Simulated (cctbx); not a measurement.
## LiCu3S3 with cctbx, script by script

Library: cctbx 2025.11. The data are simulated by the first script.

## 1. Simulate the data

run.py:

```python
from cctbx import adptbx, crystal, miller, sgtbx, xray
from cctbx.array_family import flex
from iotbx.shelx import hklf
from scitbx import matrix
import scitbx.random

cs = crystal.symmetry(unit_cell=(4.855, 4.855, 4.855, 90, 90, 90), space_group_symbol='Hall: -P 4 2 3')  # Pm-3m
atoms = [  # label, site, U (iso, or U11 U22 U33 U12 U13 U23 in A^2), occupancy
    ("Cu1", (0.5, 0, 0), (0.0160, 0.0148, 0.0148, -0.0000, 0.0000, 0.0000), 1),
    ("S1", (0, 0.5, 0.5), (0.0272, 0.0224, 0.0224, -0.0000, 0.0000, 0.0000), 1),
    ("Li1", (0.5, 0.5, 0.5), (0.0243, 0.0243, 0.0243, 0.0000, -0.0000, -0.0000), 1),
]
xs = xray.structure(crystal_symmetry=cs)
for label, site, u, occ in atoms:
    u = adptbx.u_cif_as_u_star(cs.unit_cell(), u) if isinstance(u, tuple) else u
    xs.add_scatterer(xray.scatterer(label, site=site, u=u, occupancy=occ))
xs.set_inelastic_form_factors(1.54184, "sasaki")
xs.show_summary()
p1 = xs.expand_to_p1()
ms = miller.build_set(p1, anomalous_flag=True, d_min=0.83)
flex.set_random_seed(259272)
scitbx.random.set_random_seed(259272)
ms = ms.select(flex.random_double(ms.size()) < 0.7)
i = ms.structure_factors_from_scatterers(p1, algorithm="direct").f_calc().as_intensity_array().data()
i = i * 70000 / flex.max(i)
sig = flex.sqrt(i + flex.pow2(0.04 * i) + 2 ** 2)
noise = scitbx.random.variate(scitbx.random.normal_distribution())(i.size())
data = ms.array(data=i + sig * noise, sigmas=sig).set_observation_type_xray_intensity()
with open("data.hkl", "w") as f:
    data.export_as_shelx_hklf(f)
print("reflections written:", data.size(), " <I/sigma> = %.1f" % flex.mean(data.data() / data.sigmas()))
for h, a, b in list(data.sort("data"))[:12]:
    print("%4d%4d%4d %9.1f %7.1f" % (h + (a, b)))
```

```console
$ python run.py
```

```text
Number of scatterers: 3
At special positions: 3
Unit cell: (4.855, 4.855, 4.855, 90, 90, 90)
Space group: P m -3 m (No. 221)
reflections written: 586  <I/sigma> = 16.9
   0   0   2   71542.5  2812.5
   0   0  -2   70076.9  2812.5
   0   2   0   69620.3  2812.5
   0  -2   0   69351.3  2812.5
  -2   0   0   69044.2  2812.5
   0  -2   2   46194.0  1804.1
   2   2   0   46155.4  1804.1
   0  -2  -2   45909.8  1804.1
   2   0  -2   45717.1  1804.1
   0   2   2   45519.5  1804.1
  -2   0  -2   44221.0  1804.1
   0   2  -2   43451.1  1804.1
```

Run time: 0.37 s on 1 thread of Arm Neoverse N1, on a shared host, peak memory 0.07 GiB.

## 2. Symmetry

run.py:

```python
from cctbx import crystal, sgtbx, statistics
from cctbx.array_family import flex
from iotbx.shelx import hklf

p1 = crystal.symmetry(unit_cell=(4.855, 4.855, 4.855, 90, 90, 90), space_group_symbol="P 1")
raw = hklf.reader(file_name="data.hkl").as_miller_arrays(crystal_symmetry=p1, anomalous=True)[0]
print(raw.size(), "reflections to d = %.3f A" % raw.d_min())
isig = raw.data() / raw.sigmas()
print("centring   violations  <I/sigma> of those")
best = "P"
for c in "ABCIRF":
    a = raw.customized_copy(space_group_info=sgtbx.space_group_info("Hall: %s 1" % c)).sys_absent_flags().data()
    m = flex.mean(isig.select(a))
    print("%5s %10d of %5d %8.1f" % (c, (isig.select(a) > 4).count(True), a.count(True), m))
    if (isig.select(a) > 4).count(True) < 0.01 * a.count(True):
        best = c
raw = raw.select(~raw.customized_copy(space_group_info=sgtbx.space_group_info("Hall: %s 1" % best)).sys_absent_flags().data())
isig = raw.data() / raw.sigmas()
rows = []
for s in sgtbx.space_group_symbol_iterator():
    g = sgtbx.space_group(s)
    if g.conventional_centring_type_symbol() != best or not g.is_compatible_unit_cell(p1.unit_cell(), 1e-3, 0.02):
        continue
    rows.append((s, g))
print("Laue class    unique    Rint  (classes that these axes allow; Friedel mates merged)")
rint = {}
for s, g in rows:
    laue = g.build_derived_patterson_group()
    key = laue.type().hall_symbol()
    if key not in rint:
        m = raw.customized_copy(space_group_info=laue.info(), anomalous_flag=False).merge_equivalents()
        rint[key] = m.r_int()
        print("%-14s %6d %7.3f" % (laue.type().lookup_symbol(), m.array().size(), m.r_int()))
floor = min(rint.values())
good = [(s, g) for s, g in rows if rint[g.build_derived_patterson_group().type().hall_symbol()] < 2 * floor + 0.03]
top = max(g.build_derived_patterson_group().order_z() for s, g in good)
print("space group    extra absences  I>4sigma  <I/sigma>")
for s, g in good:
    laue = g.build_derived_patterson_group()
    if laue.order_z() != top:
        continue
    a = raw.customized_copy(space_group_info=g.info()).sys_absent_flags().data()
    a &= ~raw.customized_copy(space_group_info=laue.info()).sys_absent_flags().data()
    bad = (isig.select(a) > 4).count(True)
    if bad <= 0.03 * a.count(True):
        print("%-16s %8d %10d %9s  %s" % (s.universal_hermann_mauguin(), a.count(True), bad, "%.1f" % flex.mean(isig.select(a)) if a.count(True) else "-", "centric" if g.is_centric() else "acentric"))
laue = max(good, key=lambda t: t[1].build_derived_patterson_group().order_z())[1].build_derived_patterson_group()
f = raw.customized_copy(space_group_info=laue.info(), anomalous_flag=False).merge_equivalents().array().eliminate_sys_absent().f_sq_as_f()
f.set_observation_type_xray_amplitude()
bins = max(3, min(8, f.size() // 12))
f.setup_binner(n_bins=bins)
w = statistics.wilson_plot(f, {e: n / laue.order_z() for e, n in {'Cu': 3.0, 'S': 3.0, 'Li': 1.0}.items()}, e_statistics=True)
print("Wilson B = %.2f A^2   <|E^2-1|> = %.3f (0.968 centric, 0.736 acentric)   E^2>4: %.1f %%" % (w.wilson_b, w.mean_e_sq_minus_1, w.percent_e_sq_gt_2))
print("shell (A)         n   <I/sigma>")
m = raw.customized_copy(space_group_info=laue.info(), anomalous_flag=False).merge_equivalents().array().eliminate_sys_absent()
for b in m.setup_binner(n_bins=bins).range_used():
    sel = m.binner().selection(b)
    print("%5.2f - %4.2f %6d %8.1f" % (min(m.binner().bin_d_range(b)[0] if m.binner().bin_d_range(b)[0] > 0 else 99, 99), m.binner().bin_d_range(b)[1], sel.count(True), flex.mean((m.data() / m.sigmas()).select(sel))))
```

```console
$ python run.py
```

```text
586 reflections to d = 0.833 A
centring   violations  <I/sigma> of those
    A        298 of   298     15.4
    B        321 of   321     15.6
    C        321 of   321     15.3
    I        289 of   289     12.3
    R        414 of   414     16.9
    F        470 of   470     15.4
Laue class    unique    Rint  (classes that these axes allow; Friedel mates merged)
P -1              375   0.021
P 1 2/m 1         233   0.024
P 1 1 2/m         233   0.024
P 2/m 1 1         230   0.022
P m m m           148   0.025
P 4/m             123   0.026
P 4/m m m          87   0.026
R -3 :R           142   0.027
R -3 m :R          92   0.028
P m -3             52   0.029
P m -3 m           38   0.029
space group    extra absences  I>4sigma  <I/sigma>
P 4 3 2                 0          0         -  acentric
P -4 3 m                0          0         -  acentric
P m -3 m                0          0         -  centric
Wilson B = 3.12 A^2   <|E^2-1|> = 0.843 (0.968 centric, 0.736 acentric)   E^2>4: 0.0 %
shell (A)         n   <I/sigma>
 4.86 - 1.20     15     63.5
 1.20 - 0.95     11     62.3
 0.95 - 0.83     12     60.7
```

Time: 0.6 s.

## 3. Charge flipping

run.py:

```python
import itertools
from cctbx import crystal, maptbx
from cctbx.array_family import flex
from iotbx.shelx import hklf
from smtbx.ab_initio import charge_flipping as cf

cs = crystal.symmetry(unit_cell=(4.855, 4.855, 4.855, 90, 90, 90), space_group_symbol='Hall: -P 4 2 3')  # Pm-3m
raw = hklf.reader(file_name="data.hkl").as_miller_arrays(crystal_symmetry=cs, anomalous=True)[0]
merged = raw.eliminate_sys_absent().merge_equivalents()
fo2 = merged.array().set_observation_type_xray_intensity()
f = fo2.average_bijvoet_mates().f_sq_as_f().resolution_filter(d_min=0.9)
p1 = f.expand_to_p1()
p1.setup_binner_counting_sorted(reflections_per_bin=max(40, p1.size() // 12))
work = p1.array(data=p1.data() / p1.amplitude_quasi_normalisations().data())
flex.set_random_seed(36443)
it = cf.weak_reflection_improved_iterator(delta=None, weak_reflection_fraction=0.2)
it.start(work, phases=flex.random_double(p1.size()) * 6.2832, f_000=0)
it.delta = 0.9 * it.rho_map.sigma()
print("cycle      R  skewness")
for n, st in enumerate(itertools.islice(it, 150)):
    if n % 12 == 0:
        print("%5d %6.3f %8.2f" % (n, st.r1_factor(), st.rho_map.skewness()))
rho = p1.phase_transfer(it.f_calc).fft_map().apply_volume_scaling()
polish = cf.low_density_elimination_iterator(constant_rho_c=rho.sigma())
polish.start(f_obs=p1, phases=it.f_calc, f_000=0)
for _ in range(8):
    next(polish)
print("origin shift          correlation  skewness")
maps = []
for fc, shift, cc in itertools.islice(cf.f_calc_symmetrisations(f, polish.f_calc, 0), 4):
    m = f.phase_transfer(fc).fft_map(symmetry_flags=maptbx.use_space_group_symmetry, resolution_factor=0.25).apply_sigma_scaling()
    maps.append((m.skewness(), cc, m))
    print("%6.3f %6.3f %6.3f %10.3f %9.2f" % (tuple(shift) + (cc, m.skewness())))
skew, cc, m = max((t for t in maps if t[1] > maps[0][1] - 0.04), key=lambda t: t[0])
print("taken: symmetry correlation %.3f, skewness %.2f" % (cc, skew))
peaks = m.peak_search(parameters=maptbx.peak_search_parameters(min_distance_sym_equiv=0.9, max_clusters=8)).all()
sps = cs.special_position_settings(min_distance_sym_equiv=0.5)
print("peak      x       y       z  mult  height/sigma")
for k, (x, h) in enumerate(zip(peaks.sites(), peaks.heights())):
    ss = sps.site_symmetry(x)
    print("Q%-3d %7.4f %7.4f %7.4f %4d %8.1f" % ((k + 1,) + tuple(t % 1 for t in ss.exact_site()) + (ss.multiplicity(), h)))
```

```console
$ python run.py
```

```text
cycle      R  skewness
    0  0.487     0.50
   12  0.325     3.58
   24  0.231     3.87
   36  0.234     3.71
   48  0.237     3.82
   60  0.246     3.74
   72  0.227     3.72
   84  0.235     3.86
   96  0.231     3.82
  108  0.250     3.84
  120  0.228     3.72
  132  0.242     3.71
  144  0.246     3.83
origin shift          correlation  skewness
 0.403  0.086  0.620      0.953      0.17
 0.404  0.087  0.119      0.953     -0.37
 0.403  0.585  0.121      0.953     -0.14
 0.404  0.587  0.619      0.953     -0.00
taken: symmetry correlation 0.953, skewness 0.17
peak      x       y       z  mult  height/sigma
Q1    0.2608  0.2608  0.5000   12      2.5
Q2    0.1685  0.1685  0.1685    8      2.1
Q3    0.0000  0.0000  0.0000    1      2.1
Q4    0.0000  0.2311  0.2311   12      2.0
Q5    0.5000  0.5000  0.5000    1      2.0
Q6    0.0000  0.2652  0.5000   12      1.4
Q7    0.0000  0.0000  0.1948    6      0.9
Q8    0.2498  0.5000  0.5000    6      0.9
```

Time: 1.5 s.

## 4. Charge flipping

run.py, as its changes from the last script of this kind:

```diff
@@ -13,3 +13,2 @@
-p1.setup_binner_counting_sorted(reflections_per_bin=max(40, p1.size() // 12))
-work = p1.array(data=p1.data() / p1.amplitude_quasi_normalisations().data())
-flex.set_random_seed(36443)
+work = p1
+flex.set_random_seed(36444)
@@ -20,2 +19,2 @@
-for n, st in enumerate(itertools.islice(it, 150)):
-    if n % 12 == 0:
+for n, st in enumerate(itertools.islice(it, 300)):
+    if n % 25 == 0:
```

```console
$ python run.py
```

```text
cycle      R  skewness
    0  0.524     0.62
   25  0.280     3.62
   50  0.265     3.66
   75  0.241     3.77
  100  0.232     3.66
  125  0.254     3.70
  150  0.217     3.76
  175  0.240     3.69
  200  0.217     3.68
  225  0.234     3.62
  250  0.229     3.56
  275  0.245     3.53
origin shift          correlation  skewness
 0.371  0.575  0.597      0.960      0.26
 0.373  0.573  0.101      0.947      0.61
-0.118  0.139  0.217      0.975      2.58
-0.005  0.227  0.436      0.929      0.14
taken: symmetry correlation 0.975, skewness 2.58
peak      x       y       z  mult  height/sigma
Q1    0.2519  0.2519  0.2519    8      7.1
Q2    0.1519  0.1519  0.5000   12      2.6
Q3    0.0000  0.5000  0.5000    3      1.5
Q4    0.0000  0.3608  0.3608   12      1.4
Q5    0.0000  0.1466  0.1466   12      0.4
Q6    0.3369  0.3369  0.5000   12      0.4
Q7    0.5000  0.5000  0.5000    1     -0.0
Q8    0.0000  0.0000  0.5000    3     -0.4
```

Time: 1.5 s.

## 5. Refinement (model from the peaks)

run.py:

```python
import math
from cctbx import adptbx, crystal, maptbx, sgtbx, xray
from cctbx.array_family import flex
from cctbx.xray import observations
from iotbx.shelx import hklf
from scitbx.lstbx import normal_eqns_solving
from smtbx import absolute_structure, utils
from smtbx.refinement import constraints, least_squares

cs = crystal.symmetry(unit_cell=(4.855, 4.855, 4.855, 90, 90, 90), space_group_symbol='Hall: -P 4 2 3')  # Pm-3m
atoms = [  # label, site, U (iso, or U11 U22 U33 U12 U13 U23 in A^2), occupancy
    ("Cu1", (0, 0.5, 0.5), 0.0200, 1),
]
xs = xray.structure(crystal_symmetry=cs)
for label, site, u, occ in atoms:
    u = adptbx.u_cif_as_u_star(cs.unit_cell(), u) if isinstance(u, tuple) else u
    xs.add_scatterer(xray.scatterer(label, site=site, u=u, occupancy=occ))
xs.set_inelastic_form_factors(1.54184, "sasaki")
raw = hklf.reader(file_name="data.hkl").as_miller_arrays(crystal_symmetry=cs, anomalous=True)[0]
merged = raw.eliminate_sys_absent().merge_equivalents()
fo2 = merged.array().set_observation_type_xray_intensity()
print("Rint %.3f, %d unique reflections to %.2f A" % (merged.r_int(), fo2.size(), fo2.d_min()))
for sc in xs.scatterers():
    sc.flags.set_grad_site(True)
    sc.flags.set_grad_u_aniso(sc.flags.use_u_aniso())
    sc.flags.set_grad_u_iso(sc.flags.use_u_iso())
obs = fo2.as_xray_observations()
extra = {}
rep = constraints.reparametrisation(xs, [], utils.connectivity_table(xs), **extra)
ls = least_squares.crystallographic_ls(obs, rep, weighting_scheme=least_squares.mainstream_shelx_weighting(a=0, b=0))
print("cycle     R1     wR2    GooF  max shift (A)")
for cycle in range(6):
    ls.build_up()
    r1, wr2, goof = ls.r1_factor(cutoff_factor=2)[0], ls.wR2(), ls.goof()
    old = xs.sites_cart()
    normal_eqns_solving.levenberg_marquardt_iterations(ls, n_max_iterations=3, tau=0.0001, step_threshold=1e-7)
    big = flex.max((xs.sites_cart() - old).norms())
    print("%4d %7.4f %7.4f %7.3f %9.5f" % (cycle + 1, r1, wr2, goof, big))
    ls.build_up(objective_only=True)
    if abs(ls.wR2() - wr2) < 5e-5 and big < 5e-4:
        break
ls.build_up()
print("final R1 %.4f wR2 %.4f GooF %.3f  parameters %d  data/parameter %.1f" % (ls.r1_factor(cutoff_factor=2)[0], ls.wR2(), ls.goof(), ls.n_parameters, fo2.size() / ls.n_parameters))
cov = ls.covariance_matrix_and_annotations()
su = dict(zip(cov.annotations, (math.sqrt(max(v, 0)) for v in cov.matrix.matrix_packed_u_diagonal())))
a2 = cs.unit_cell().reciprocal_parameters()[0] ** -2
print("atom        x        y        z      Ueq    occ   su(xyz)  su(Uiso or U11)")
for sc in xs.scatterers():
    s = max(su.get(sc.label + k, 0) for k in (".x", ".y", ".z"))
    npd = "" if sc.is_positive_definite_u(cs.unit_cell()) else "  NPD"
    print("%-5s %8.5f %8.5f %8.5f %8.4f %6.3f %8.5f %7.4f%s" % ((sc.label,) + sc.site + (sc.u_iso_or_equiv(cs.unit_cell()), sc.occupancy, s, su.get(sc.label + ".uiso", su.get(sc.label + ".u11", 0) * a2), npd)))
fo = fo2.f_sq_as_f()
fc = fo.structure_factors_from_scatterers(xs, algorithm="direct").f_calc()
diff = fo.f_obs_minus_f_calc(1 / math.sqrt(ls.scale_factor()), fc).average_bijvoet_mates()
m = diff.fft_map(symmetry_flags=maptbx.use_space_group_symmetry, resolution_factor=0.25).apply_volume_scaling()
print("difference map: max %.2f min %.2f rms %.2f" % (m.statistics().max(), m.statistics().min(), m.statistics().sigma()))
peaks = m.peak_search(parameters=maptbx.peak_search_parameters(min_distance_sym_equiv=0.6, max_clusters=7)).all()
near = xs.closest_distances(peaks.sites(), distance_cutoff=4)
sps = cs.special_position_settings(min_distance_sym_equiv=0.5)
for k, (x, h) in enumerate(zip(peaks.sites(), peaks.heights())):
    ss = sps.site_symmetry(x)
    print("Q%-3d %7.4f %7.4f %7.4f %4d %7.2f  %.2f A from %s" % ((k + 1,) + tuple(t % 1 for t in ss.exact_site()) + (ss.multiplicity(), h, near.smallest_distances[k], xs.scatterers()[near.i_seqs[k]].label)))
```

```console
$ python run.py
```

```text
Rint 0.029, 38 unique reflections to 0.83 A
cycle     R1     wR2    GooF  max shift (A)
   1  0.5623  0.7810  53.739   0.00000
   2  0.5656  0.7774  53.486   0.00000
final R1 0.5656 wR2 0.7774 GooF 53.486  parameters 1  data/parameter 38.0
atom        x        y        z      Ueq    occ   su(xyz)  su(Uiso or U11)
Cu1    0.00000  0.50000  0.50000   0.0124  1.000  0.00000  0.0132
difference map: max 83.53 min -8.69 rms 7.81
Q1    0.0000  0.5000  0.5000    3   83.53  0.00 A from Cu1
Q2    0.0000  0.0000  0.5000    3   82.98  2.43 A from Cu1
Q3    0.0000  0.0000  0.0000    1    4.87  3.43 A from Cu1
Q4    0.2490  0.2490  0.2490    8    4.55  2.11 A from Cu1
Q5    0.0000  0.2492  0.5000   12    3.61  1.22 A from Cu1
Q6    0.1457  0.1457  0.3699   24    1.90  1.96 A from Cu1
Q7    0.0000  0.1450  0.2699   24    1.38  2.05 A from Cu1
```

Time: 0.57 s.

Figures of merit this high mean that the model is still wrong or incomplete.

## 6. Refinement (atoms added from the difference map)

run.py, as its changes from the last script of this kind:

```diff
@@ -12 +12,2 @@
-    ("Cu1", (0, 0.5, 0.5), 0.0200, 1),
+    ("Cu1", (0, 0.5, 0.5), 0.0124, 1),
+    ("S1", (0, 0, 0.5), 0.0200, 1),
@@ -57 +58 @@
-peaks = m.peak_search(parameters=maptbx.peak_search_parameters(min_distance_sym_equiv=0.6, max_clusters=7)).all()
+peaks = m.peak_search(parameters=maptbx.peak_search_parameters(min_distance_sym_equiv=0.6, max_clusters=6)).all()
```

```console
$ python run.py
```

```text
Rint 0.029, 38 unique reflections to 0.83 A
cycle     R1     wR2    GooF  max shift (A)
   1  0.0750  0.1434  10.000   0.00000
   2  0.0659  0.1388   9.680   0.00000
final R1 0.0659 wR2 0.1388 GooF 9.680  parameters 2  data/parameter 19.0
atom        x        y        z      Ueq    occ   su(xyz)  su(Uiso or U11)
Cu1    0.00000  0.50000  0.50000   0.0145  1.000  0.00000  0.0015
S1     0.00000  0.00000  0.50000   0.0214  1.000  0.00000  0.0017
difference map: max 6.08 min -0.35 rms 0.40
Q1    0.0000  0.0000  0.0000    1    6.08  2.43 A from S1
Q2    0.0000  0.5000  0.5000    3    4.17  0.00 A from Cu1
Q3    0.0000  0.0000  0.5000    3    1.35  0.00 A from S1
Q4    0.3690  0.3690  0.3690    8    0.11  2.00 A from Cu1
Q5    0.1214  0.1214  0.3700   24    0.11  1.05 A from S1
Q6    0.1081  0.1081  0.2372   24    0.10  1.48 A from S1
```

It took 0.57 s on 1 thread of Arm Neoverse N1 (shared host), peak memory 0.09 GiB.

Figures of merit this high mean that the model is still wrong or incomplete.

[Logs are printed without paths, hosts, clocks, repeated set-up lines and the standing remarks that a program may print on its own settings, such as how far it seeks lower states.]
